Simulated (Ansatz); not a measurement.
# What ZrPbSe3 in Imma, a phase reached by a soft mode distorts into

Wanted: the energy along a soft mode of ZrPbSe3 in Imma, a phase reached by a soft mode and the structure at the end.

Program: Ansatz 0.2.0. Level of theory: DFT LDA, scalar-relativistic, plane waves, PAW; PAW set soft_1. Results are calculated unless marked as measured.

This is a report of a sequence of runs, with most program output left out.

The structure was built from a prototype and need not be the compound's stable phase.

In doubt: the program warns that the response may not be converged on this k-mesh (step 2), which bears on the force constants and all frequencies.

**1. Set-up**

Symmetry: Imma, No. 74, orthorhombic system. The conventional cell has a = 7.198 Å, b = 9.912 Å, c = 7.222 Å, α = 90.00°, β = 90.00°, γ = 90.00°. Nearest to Pb lie 5 Se at 2.98 to 3.05 Å. Nearest to Zr lie 6 Se at 2.62 to 2.63 Å. Se has 2 Zr at 2.62 Å and 1 Pb at 3.05 Å nearest. Nearest to Se lie 2 Zr at 2.63 Å and 2 Pb at 2.98 Å. Farther neighbours and most contacts between anions are not listed.

**2. Zone-centre response**

This phase was reached earlier by freezing in an unstable mode of a structure of higher symmetry and relaxing. Its zone-centre modes can show that it is still unstable.

Input file input.yaml:

```yaml
crystal:
  lattice:
    - [-3.5991830102, 4.9561802379, 3.6112236056]
    - [3.5991830102, -4.9561802379, 3.6112236056]
    - [3.5991830102, 4.9561802379, -3.6112236056]
  atoms:
    - { symbol: Pb, position: [0.2918498088, 0.0418498088, 0.25] }
    - { symbol: Pb, position: [0.7081501912, 0.9581501912, 0.75] }
    - { symbol: Zr, position: [0.5, 0.5, 0.0] }
    - { symbol: Zr, position: [0.0, 0.5, 0.5] }
    - { symbol: Se, position: [0.869704987, 0.619704987, 0.25] }
    - { symbol: Se, position: [0.130295013, 0.380295013, 0.75] }
    - { symbol: Se, position: [0.6847493228, 0.0, 0.1847493228] }
    - { symbol: Se, position: [0.3152506772, 0.0, 0.8152506772] }
    - { symbol: Se, position: [0.6847493228, 0.5, 0.6847493228] }
    - { symbol: Se, position: [0.3152506772, 0.5, 0.3152506772] }
kpoints:
  mp_grid: { grid: [6, 6, 6] }
hamiltonian:
  xc: lda
  pseudopotentials: { kind: paw, azcp: { folder: soft_1 }, xc_functional: pbe }
scf:
  occupations: { method: fixed }
output:
  eigenvalues: true
phonons:
  method: dfpt
  dielectric: true
  rigid_motions: translations
```

On the command line:

```sh
$ ansatz run input.yaml --threads 4 --pin off --max-ram 16384MiB --backend cpu --events-out ev --progress --plain --runs-dir out
```

It took 41 min on 4 threads of Arm Neoverse V1, shared host; peak memory 9.4 GiB.

This step gave:

| Item | Value |
| --- | --- |
| gap on the k-mesh | 0.5312 eV |
| volume per atom | 25.77 Å³ |
| sum-rule residual before enforcement | 8.57e-5 eV/Å² |
| miss of the charge sum rule | 0.02194 e |
| estimated error of the dielectric tensor | 0.2360 |
| estimated error of the Born charges | 0.1567 e |
| point group | mmm |
| highest optical mode at the zone centre (no LO-TO term) | 247.3 cm⁻¹ |
| lowest optical zone-centre mode | -32.78 cm⁻¹ |
| mean high-frequency dielectric constant | 18.04 |
| largest Born charge (third of the trace) | 8.555 e |
| top of the zone-centre spectrum with the field | 261.0 cm⁻¹ |

Patterns of degenerate modes are one choice out of their space. Modes at Γ, with each element's share of the kinetic energy (negative means imaginary):

```
mode  frequency (cm⁻¹)  symmetry  Pb %  Zr %  Se %
   1             -32.8       B3u    35    15    50
   2               0.0  acoustic    39    17    44
   3               0.0  acoustic    39    17    44
   4               0.0  acoustic    39    17    44
   5              23.7       B2g    58     0    42
   6              44.0       B2u    16    64    20
   7              45.9       B1u    29    54    18
   8              46.7       B3g    91     0     9
   9              61.0        Ag    93     0     7
  10              64.6       B2g    35     0    65
  11              67.4       B3u     0    42    58
  12              80.7       B1g     0     0   100
  13              80.8       B3u    26     0    73
  14              89.0       B2u    44     2    54
  15              89.8        Au     0     1    99
  16              95.8       B1u    27    10    64
  17             115.7       B2g     6     0    94
  18             118.3       B1u     6     3    92
  19             120.1        Ag     0     0   100
  20             123.4       B3g     9     0    91
  21             130.6        Ag     7     0    93
  22             177.6       B2u     0    22    78
  23             182.8        Au     0    99     1
  24             185.8       B3g     0     0   100
  25             187.2       B1g     0     0   100
  26             192.0       B2u     2    95     3
  27             193.4       B1u     0    94     6
  28             193.9       B3u     0    26    74
  29             213.1       B1u     0    23    77
  30             247.3       B3g     0     0   100
```

Displacements in mode 1 (-32.8 cm⁻¹), the largest set to 1:
```
Pb1  0.63  0.00  0.00
Pb2  0.63  0.00  0.00
Zr3 -0.61  0.00  0.00
Zr4 -0.61  0.00  0.00
Se5 -1.00  0.00  0.00
Se6 -1.00  0.00  0.00
Se7  0.02  0.00 -0.50
Se8  0.02  0.00 -0.50
Se9  0.02  0.00  0.50
Se10 0.02  0.00  0.50
```

Displacements in mode 28 (193.9 cm⁻¹), the largest set to 1:
```
Pb1  0.00  0.00  0.00
Pb2  0.00  0.00  0.00
Zr3  0.97  0.00  0.00
Zr4  0.97  0.00  0.00
Se5  0.29  0.00  0.00
Se6  0.29  0.00  0.00
Se7 -0.71  0.00 -1.00
Se8 -0.71  0.00 -1.00
Se9 -0.71  0.00  1.00
Se10-0.71  0.00  1.00
```

Before it was imposed, the acoustic sum rule was missed by 8.6e-5 eV/Å² and the charge sum rule by 0.022 e. Small misses are needed for a sound result but don't prove that mesh and cutoff are converged. The lowest optical mode is imaginary, 32.8i cm⁻¹, so the energy falls along it.

The log warns of the k mesh: “the force constants stand on the 6×6×6 k-mesh, whose period is 10.47 times the interband length at k = (-0.5000, -0.5000, -0.5000), direct gap 1.052 eV, under 14: take them and everything formed from them as unconverged”.

**3. The mode frozen in, largest atomic shift 0 Å**

The mode followed lies at Γ with frequency 32.8i cm⁻¹, the softest among the wavevectors solved. At small amplitude the distorted cell has space group no. 46 by a symmetry search on the positions. The undistorted cell that holds it gives the zero of energy on the same k mesh.

Changes to input.yaml since step 2:

```diff
@@ -22,8 +22,6 @@
 scf:
-  occupations: { method: fixed }
+  occupations: { method: gaussian, width: 0.02 }
 output:
+  forces: true
+  stress: true
   eigenvalues: true
-phonons:
-  method: dfpt
-  dielectric: true
-  rigid_motions: translations
```

Elapsed: 25 s, on 4 threads; peak memory 1.2 GiB; 98 s of CPU time.

This step gave:

```yaml
pressure: -0.001596 GPa
energy_from_the_undistorted_cell: 0 meV/atom
```

At this level the gap is 0.53 eV on the k-mesh of the self-consistent run, which can miss the band edges.

**4. The mode frozen in, largest atomic shift 0.32 Å**

The atoms are moved along the unstable eigenvector, the largest shift by 0.32 Å, with the cell fixed.

input.yaml, the sections that differ from step 3:

```yaml
crystal:
  lattice:
    - [-3.5991830102, 4.9561802379, 3.6112236056]
    - [3.5991830102, -4.9561802379, 3.6112236056]
    - [3.5991830102, 4.9561802379, -3.6112236056]
  atoms:
    - { symbol: Pb, position: [0.2918498088, 0.013735818, 0.2218860091] }
    - { symbol: Pb, position: [0.7081501912, 0.9300362003, 0.7218860091] }
    - { symbol: Zr, position: [0.5, 0.5272548698, 0.0272548698] }
    - { symbol: Zr, position: [0.0, 0.5272548698, 0.5272548698] }
    - { symbol: Se, position: [0.869704987, 0.6641595201, 0.294454533] }
    - { symbol: Se, position: [0.130295013, 0.424749546, 0.794454533] }
    - { symbol: Se, position: [0.7070110526, 0.021174978, 0.183662571] }
    - { symbol: Se, position: [0.337512407, 0.021174978, 0.8141639254] }
    - { symbol: Se, position: [0.662487593, 0.4766515184, 0.683662571] }
    - { symbol: Se, position: [0.2929889474, 0.4766515184, 0.3141639254] }
# kpoints, hamiltonian, scf, output: as in step 3
```

The job ended after 38 s (4 threads; peak memory 1.2 GiB; 2.5 min of CPU time).

This step gave:

| Quantity | Value |
| --- | --- |
| pressure | -0.2485 GPa |
| gap on the k-mesh | 0.7181 eV |
| energy from the undistorted cell | -4.054 meV/atom |

The energy, extrapolated to zero smearing, is -4.05 meV/atom against the undistorted cell.

The run ends at a pressure of -0.25 GPa, with forces up to 0.15 eV/Å.

**5. Energy along the mode, all amplitudes (two of the runs are shown above)**

An imaginary frequency means negative curvature, so the energy should fall and then rise again as anharmonic terms take over.

This step gave:

* depth at the lowest point sampled: 4.054 meV/atom
* largest atomic shift at that point: 0.32 Å

Table of energy from the parent by largest atomic shift:

```
largest atomic shift (Å)  energy from the parent (meV/atom)
                   0.000                                  0
                   0.040                             -0.147
                   0.080                             -0.569
                   0.140                              -1.58
                   0.220                              -3.15
                   0.320                              -4.05
                   0.450                              0.597
                   0.600                               24.6
```

Displacement at unit largest shift by atom:

```
atom  x (Å)  y (Å)  z (Å)  size
 Pb1  -0.63   0.00   0.00  0.63
 Pb2  -0.63   0.00   0.00  0.63
 Zr3   0.61   0.00   0.00  0.61
 Zr4   0.61   0.00   0.00  0.61
 Se5   1.00   0.00   0.00  1.00
 Se6   1.00   0.00   0.00  1.00
 Se7  -0.02   0.00   0.50  0.50
 Se8  -0.02   0.00   0.50  0.50
 Se9  -0.02   0.00  -0.50  0.50
Se10  -0.02   0.00  -0.50  0.50
```

The lowest of the steps tried is at 0.32 Å, 4.05 meV/atom below the parent; the bottom of the well need not coincide with a step.

**6. Relaxing from the distorted cell**

Starting from the lowest point found, all atoms and the cell are let go, so that strain and other modes of the same symmetry can join in.

Changes to input.yaml since step 4:

```diff
@@ -22,3 +22,3 @@
 scf:
-  occupations: { method: gaussian, width: 0.02 }
+  occupations: { method: fixed }
 output:
@@ -27 +27,6 @@
   eigenvalues: true
+relax:
+  adjacent_minimum: "off"
+  f_tol: 0.002
+  max_steps: 120
+  cell: { stress_tol: 0.03 }
```

Wall time 5.6 min (4 threads); peak memory 1.2 GiB.

The steps of the relaxation:

```
step  energy less that of the first step (eV)  largest force component (eV/Å)  pressure (GPa)  volume (Å³)
   1                                   0.0000                          0.1215           -0.25       257.67
   2                                  -0.0137                          0.0625            0.28       255.96
   3                                  -0.0203                          0.0555           -0.05       257.01
   4                                  -0.0238                          0.0360            0.00       256.79
   5                                  -0.0261                          0.0113           -0.02       257.27
   6                                  -0.0263                          0.0081            0.00       257.39
   7                                  -0.0264                          0.0027            0.00       257.36
   8                                  -0.0264                          0.0010           -0.01       257.38
  9*                                  -0.0264                          0.0010           -0.01       257.38
```

Relaxation steps marked * repeat the geometry before them on a plane-wave basis chosen anew for their cell, so energy and pressure can jump there.

Forces are held to the 4 operations that the run works with; a distortion that breaks them can't arise in this run.

```
conventional cell, symmetrised  before  after  change
                         a (Å)   9.912  9.973  +0.6 %
                         b (Å)   7.222  7.186  -0.5 %
                         c (Å)   7.198  7.183  -0.2 %
              volume (Å³/atom)   25.77  25.74  -0.1 %
```

The atoms that moved most (Å, as changes of fractional coordinates times the final cell):

```
atom      dx      dy      dz  length
 Pb2  -0.101   0.000   0.047   0.112
 Pb1  -0.101   0.000  -0.047   0.112
 Se5   0.035   0.000  -0.007   0.036
 Se6   0.035   0.000   0.007   0.036
 Se7   0.028   0.005  -0.004   0.029
 Se8   0.028  -0.005  -0.004   0.029
Se10   0.028  -0.005   0.004   0.029
 Se9   0.028   0.005   0.004   0.029
```

Final coordinates:

```cif
data_structure
_symmetry_space_group_name_H-M 'P 1'
_symmetry_Int_Tables_number 1
_cell_length_a 7.1185
_cell_length_b 7.1185
_cell_length_c 7.1185
_cell_angle_alpha 119.404
_cell_angle_beta 91.063
_cell_angle_gamma 119.372
_cell_volume 257.38
loop_
_atom_site_label
_atom_site_type_symbol
_atom_site_fract_x
_atom_site_fract_y
_atom_site_fract_z
_atom_site_occupancy
Pb1 Pb 0.28525 0.99302 0.20777 1
Pb2 Pb 0.71475 0.92252 0.70777 1
Zr3 Zr 0.50000 0.52863 0.02863 1
Zr4 Zr 0.00000 0.52863 0.52863 1
Se5 Se 0.86879 0.66810 0.29931 1
Se6 Se 0.13121 0.43052 0.79931 1
Se7 Se 0.70694 0.02451 0.18813 1
Se8 Se 0.33638 0.02451 0.81758 1
Se9 Se 0.66362 0.48120 0.68813 1
Se10 Se 0.29306 0.48120 0.31758 1
```

This step gave:

| Property | Result |
| --- | --- |
| pressure | -0.005593 GPa |
| gap on the k-mesh | 0.7253 eV |
| volume per atom | 25.74 Å³ |

The distorted start has space group Ima2; the relaxation ends in Ima2.

**7. The new phase in its own primitive cell**

The relaxed structure is symmetrised, reduced to its primitive cell and relaxed tightly, as its phonons need.

Input file input.yaml:

```yaml
crystal:
  lattice:
    - [-4.9866262152, 3.5929796392, 3.5912773845]
    - [4.9866262152, -3.5929796392, 3.5912773845]
    - [4.9866262152, 3.5929796392, -3.5912773845]
  atoms:
    - { symbol: Pb, position: [0.9930220888, 0.2077713651, 0.2852507236] }
    - { symbol: Pb, position: [0.9225206415, 0.7077713651, 0.7147492764] }
    - { symbol: Zr, position: [0.5286275195, 0.0286275195, 0.5] }
    - { symbol: Zr, position: [0.5286275195, 0.5286275195, 0.0] }
    - { symbol: Se, position: [0.6680974218, 0.2993110789, 0.8687863429] }
    - { symbol: Se, position: [0.4305247361, 0.7993110789, 0.1312136571] }
    - { symbol: Se, position: [0.0245143607, 0.1881331143, 0.7069355301] }
    - { symbol: Se, position: [0.0245143607, 0.8175788306, 0.3363812465] }
    - { symbol: Se, position: [0.4811975841, 0.6881331143, 0.6636187535] }
    - { symbol: Se, position: [0.4811975841, 0.3175788306, 0.2930644699] }
kpoints:
  mp_grid: { grid: [6, 6, 6] }
hamiltonian:
  xc: lda
  pseudopotentials: { kind: paw, azcp: { folder: soft_1 }, xc_functional: pbe }
scf:
  occupations: { method: fixed }
output:
  forces: true
  stress: true
  eigenvalues: true
relax:
  adjacent_minimum: "off"
  f_tol: 0.001
  max_steps: 60
  cell: { stress_tol: 0.01 }
```

Elapsed: 87 s, on 4 threads; peak memory 1.2 GiB.

Little changed from the start: no atom moved by 0.005 Å and no cell edge by 0.1 %.

Numbers from this step:

```
pressure           : -0.005592 GPa
direct gap on mesh : 0.9302 eV
```

The largest force component left is 0.99 meV/Å and the pressure is -0.006 GPa, within the tolerances set. The cell now holds 25.74 Å³/atom.

**8. The phases reached**

The phases reached along the modes that were followed are set side by side.

Energies are those of the first relaxation, on the mesh of the frozen mode; space group, volume and gap are those of the last relaxation. Phases, by row:

```
         mode frozen in  space group  energy from parent (meV/atom)  volume (Å³/atom)  gap on mesh (eV)  lowest zone-centre optical mode (cm⁻¹)  largest shift (Å)
                 parent         Imma                              0             25.77             0.531                                       –                  –
q = (0, 0, 0), 33i cm⁻¹         Ima2                          -6.69             25.74             0.725                                       –              0.366
```

**9. Outcome**

```json
{
  "unstable mode of the parent": "q = (0, 0, 0), 33i cm⁻¹",
  "depth at the lowest point sampled": "4.05 meV/atom",
  "largest atomic shift at that point": "0.32 Å",
  "space group reached (within 0.01 Å)": "Ima2",
  "energy gained over the parent (first relaxation, on the mesh of the frozen mode)": "6.69 meV/atom",
  "volume per atom, phase reached": "25.7 Å³",
  "gap on the k-mesh, phase reached": "0.725 eV"
}
```

In words: Along this mode the structure falls into Ima2, 6.69 meV/atom below the parent. At the parent's cell the well is 4.054 meV/atom deep on the steps tried, with its lowest point at a shift of 0.32 Å. Relaxing atoms and cell changes the gain by +2.64 meV/atom against the lowest step (energies at zero smearing). The modes of the phase reached were not computed on this path. Each path keeps the symmetry of its pattern, so a lower phase may lie along a pattern not tried. With the field response the log warns that the k mesh is coarse for the force constants too, so the frequencies may not be converged. In this run the field response is not settled by the k meshes in reach, so its dielectric tensor, Born charges and longitudinal modes are rough. Spin-orbit coupling is left out, which can matter for the heavy elements here. The PAW files were made for PBE and serve the other functionals too. The starting cell was built on a prototype and not taken from a measurement, so the phase need not exist.

[Logs are printed without paths, hosts, clocks, repeated set-up lines and the standing remarks that a program may print on its own settings, such as how far it seeks lower states.]

[Hosts, paths, dates, database ids (printed as entryN), source tags and the programs' standing remarks are cut or masked in the printed files.]
